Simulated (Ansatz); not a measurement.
# ZnS (F-43m): lattice thermal conductivity, part 3 of 3

Wanted: κ(T), lifetimes and mean free paths for ZnS.

Experimental results on record:
- thermal conductivity 27 W/m/K near room temperature (given in “Combining the AFLOW GIBBS and Elastic Libraries to efficiently and robustly screen thermo-mechanical properties of solids”, 2017, arXiv:1611.05714)

Ansatz 0.2.0; DFT LDA, scalar-relativistic, plane waves, PAW; PAW set soft_1.

So far. Step 2 (A first coarse run): The start is under -4.5 GPa at this level and looks like an insulator or semiconductor on this mesh. Step 4 (Relaxing to small residual forces and stress): The residual pressure is -0.0058 GPa, small enough for phonons. The relaxed cell has a = 5.297 Å (conventional setting).

The database entry behind the starting cell differs from later determinations by our own check (about 0.1 % short), so it need not match the best structure at ambient conditions.

## (5) Third-order constants and the Boltzmann equation (continued)

300 K; a sample spread over frequency. Mode lifetimes, by row, the first 40 of 90 rows:

| q1 | q2 | q3 | branch | frequency (THz) | rms speed (km/s) | three-phonon rate (1/ps) | isotope rate (1/ps) | lifetime (ps) | mean free path (nm) |
| --- | --- | --- | --- | --- | --- | --- | --- | --- | --- |
| 0 | 0 | 0.0476 | 1 | 0.397 | 2.97 | 8.22e-4 | 6.18e-7 | 1220 | 3610 |
| 0 | 0 | 0.1429 | 2 | 1.168 | 2.55 | 0.00527 | 9.25e-5 | 187 | 476 |
| 0 | 0.1429 | -0.1429 | 1 | 1.606 | 1.79 | 0.00624 | 4.77e-4 | 149 | 266 |
| 0 | 0.1429 | -0.1905 | 1 | 1.821 | 1.56 | 0.00525 | 0.00105 | 159 | 247 |
| 0.0476 | 0.1429 | 0.2857 | 1 | 1.94 | 2.14 | 0.00464 | 0.00165 | 159 | 340 |
| 0.0476 | 0.1429 | -0.2381 | 1 | 2.063 | 1.51 | 0.00852 | 0.00263 | 89.7 | 136 |
| 0 | 0.0476 | -0.4286 | 1 | 2.144 | 0.45 | 0.012 | 0.00431 | 61.2 | 27.3 |
| 0.0476 | 0.0952 | 0.3333 | 2 | 2.211 | 2.52 | 0.00924 | 0.00527 | 68.9 | 174 |
| 0 | 0.0952 | 0.4762 | 1 | 2.264 | 0.79 | 0.0137 | 0.0057 | 51.6 | 40.9 |
| 0.0952 | 0.1905 | 0.2857 | 2 | 2.335 | 2.08 | 0.00978 | 0.00668 | 60.7 | 126 |
| 0.0476 | 0.1905 | -0.3333 | 1 | 2.412 | 1.13 | 0.0155 | 0.00779 | 43 | 48.7 |
| 0 | 0.0952 | 0.4286 | 2 | 2.474 | 2.36 | 0.0142 | 0.00886 | 43.4 | 102 |
| 0 | 0.2381 | -0.3333 | 1 | 2.519 | 0.72 | 0.0161 | 0.00987 | 38.5 | 27.5 |
| 0.0476 | 0.2857 | 0.3333 | 2 | 2.58 | 1.17 | 0.019 | 0.0115 | 32.8 | 38.3 |
| 0 | 0.2857 | 0.381 | 1 | 2.623 | 0.59 | 0.0312 | 0.013 | 22.6 | 13.3 |
| 0 | 0.2857 | 0.4762 | 1 | 2.672 | 0.43 | 0.0384 | 0.0149 | 18.8 | 8.03 |
| 0.0952 | 0.3333 | -0.2381 | 1 | 2.713 | 1.29 | 0.0349 | 0.0169 | 19.3 | 24.8 |
| 0.0952 | 0.1905 | 0.381 | 2 | 2.748 | 2.08 | 0.0262 | 0.0195 | 21.9 | 45.4 |
| 0 | 0.4762 | 0.4762 | 2 | 2.768 | 0.04 | 0.0519 | 0.0238 | 13.2 | 0.55 |
| 0.0476 | 0.4286 | -0.381 | 1 | 2.808 | 0.76 | 0.0566 | 0.0195 | 13.1 | 10 |
| 0.0476 | 0.0952 | 0.1905 | 3 | 2.843 | 4.75 | 0.0108 | 0.0146 | 39.5 | 187 |
| 0 | 0.3333 | 0.4286 | 2 | 2.908 | 1.38 | 0.0676 | 0.0155 | 12 | 16.6 |
| 0.0476 | 0.1905 | -0.2381 | 2 | 2.971 | 2.07 | 0.0611 | 0.0143 | 13.3 | 27.5 |
| 0.1429 | 0.4286 | -0.2857 | 1 | 3.025 | 1.02 | 0.165 | 0.0143 | 5.57 | 5.7 |
| 0.0476 | 0.1905 | -0.3333 | 2 | 3.101 | 2.14 | 0.182 | 0.013 | 5.13 | 11 |
| 0 | 0.1905 | -0.2857 | 2 | 3.176 | 1.86 | 0.26 | 0.0108 | 3.69 | 6.87 |
| 0 | 0.2381 | 0.4762 | 2 | 3.265 | 1.19 | 0.265 | 0.012 | 3.62 | 4.3 |
| 0.0476 | 0.2381 | -0.4286 | 2 | 3.363 | 1.49 | 0.296 | 0.0138 | 3.22 | 4.81 |
| 0.0952 | 0.3333 | -0.4286 | 2 | 3.439 | 0.97 | 0.408 | 0.0154 | 2.36 | 2.29 |
| 0.0476 | 0.381 | -0.381 | 2 | 3.528 | 1.05 | 0.512 | 0.0179 | 1.89 | 1.98 |
| 0.0952 | 0.3333 | -0.2857 | 2 | 3.608 | 0.67 | 0.396 | 0.0222 | 2.39 | 1.61 |
| 0 | 0.0476 | -0.1905 | 3 | 3.723 | 4.56 | 0.139 | 9.71e-4 | 7.15 | 32.6 |
| 0 | 0.0476 | -0.2381 | 3 | 4.39 | 3.96 | 0.0881 | 0.00283 | 11 | 43.6 |
| 0 | 0.1905 | 0.3333 | 3 | 4.798 | 2.91 | 0.126 | 0.00562 | 7.6 | 22.1 |
| 0 | 0.1905 | 0.381 | 3 | 5.143 | 2.27 | 0.126 | 0.0109 | 7.3 | 16.6 |
| 0.1429 | 0.2857 | 0.4762 | 3 | 5.324 | 1.81 | 0.221 | 0.0169 | 4.2 | 7.61 |
| 0.1429 | 0.3333 | -0.1905 | 3 | 5.492 | 1.44 | 0.479 | 0.0273 | 1.98 | 2.85 |
| 0 | 0.0952 | 0.4286 | 3 | 5.61 | 1.66 | 0.515 | 0.0418 | 1.8 | 2.98 |
| 0 | 0.0476 | -0.381 | 3 | 5.685 | 1.68 | 0.663 | 0.063 | 1.38 | 2.32 |
| 0.0952 | 0.2857 | -0.4286 | 3 | 5.737 | 0.73 | 1.02 | 0.124 | 0.873 | 0.638 |

Without the LO-TO term. Gamma linewidths, by row:

| branch | frequency (cm⁻¹) | three-phonon rate (1/ps) | isotope rate (1/ps) | FWHM (cm⁻¹) |
| --- | --- | --- | --- | --- |
| 4 | 290.7 | 2.16 | 1.70e-28 | 11.5 |
| 5 | 290.7 | 2.16 | 1.70e-28 | 11.5 |
| 6 | 290.7 | 2.16 | 1.70e-28 | 11.5 |

W/m/K, third of the trace; RTA populations with a boundary rate v/L added to each mode (Matthiessen's rule). Kappa by grain size, by row:

| T (K) | bulk | 10 nm | 30 nm | 100 nm | 300 nm | 1000 nm | 10000 nm | 100000 nm |
| --- | --- | --- | --- | --- | --- | --- | --- | --- |
| 100 | 197.5 | 3.593 | 8.746 | 20.28 | 38.33 | 68.39 | 147 | 189.4 |
| 300 | 65.19 | 3.526 | 7.624 | 15.61 | 26.49 | 40.75 | 60.11 | 64.61 |
| 600 | 35.67 | 3.02 | 6.163 | 11.81 | 18.7 | 26.31 | 34.11 | 35.5 |

W/m/K, third of the trace; RTA populations with the isotope rates scaled. Kappa by mass disorder, by row:

| T (K) | no isotopes | as typed | variance x 3 | variance x 10 | variance x 30 |
| --- | --- | --- | --- | --- | --- |
| 100 | 392.3 | 197.5 | 124.9 | 69.85 | 38.99 |
| 300 | 89.12 | 65.19 | 47.55 | 29.58 | 18.17 |
| 600 | 42.85 | 35.67 | 28.37 | 18.95 | 11.95 |

At 300 K the relaxation-time value is 65.3 W/(m K).

## (6) Outcome

```yaml
highest_frequency: 351 cm⁻¹
debye_temperature_from_the_second_moment: 458 K
kappa_at_300_k_relaxation_time: 65.34 W/m/K
kappa_at_300_k_full_solution: 66.4 W/m/K
mean_free_path_at_half_of_kappa: 582 nm
share_of_kappa_above_the_three_lowest_branches: 0.003
```

What this shows: The lattice of ZnS conducts 66.4 W/(m K) at 300 K by LDA (mean over directions, full solution). The full solution lies +2 % from the relaxation-time value at 300 K, so the relaxation-time approximation serves here. Above 300 K the relaxation-time κ falls as T^-0.87. Grains of 100 nm would keep 24 % of the bulk value at 300 K, and grains of 1 µm 63 %. Removing the natural isotope disorder raises κ at 300 K by 37 %. A measured thermal conductivity near room temperature is 27 W/m/K (arXiv:1611.05714); the calculated 66.4 W/m/K differs by +146 %. The relaxed cell is 6 % smaller in volume than the database cell, which stiffens most phonons and usually raises κ; no run here tested that. Four-phonon, defect and boundary scattering, which are left out, would lower the calculated value; thermal expansion is left out too. The sum rules changed one orbit of cubic constants by up to 31 %; by the manual a large change points to a short cutoff or, on a small and distant orbit, to noisy forces. The conductivities include the coherence part between close branches; the shares for grains, isotopes, branches and paths are of the relaxation-time populations alone. Cubic couplings among atoms farther apart than the pair cutoff are dropped, and neither the cutoff nor the q-mesh was shown to be converged here. The interpolation has no quadrupole term, so branches near the zone centre are less sure, since this crystal has sites that are not centres of inversion. The PAW files were made for PBE and are used here under another functional, for which the program regenerates the frozen cores.

[Logs are printed without paths, hosts, clocks, repeated set-up lines and the standing remarks that a program may print on its own settings, such as how far it seeks lower states.]

[Hosts, paths, dates, database ids (printed as entryN), source tags and the programs' standing remarks are cut or masked in the printed files.]

[A step with changed settings may run another functional than the one named; its input shows which.]
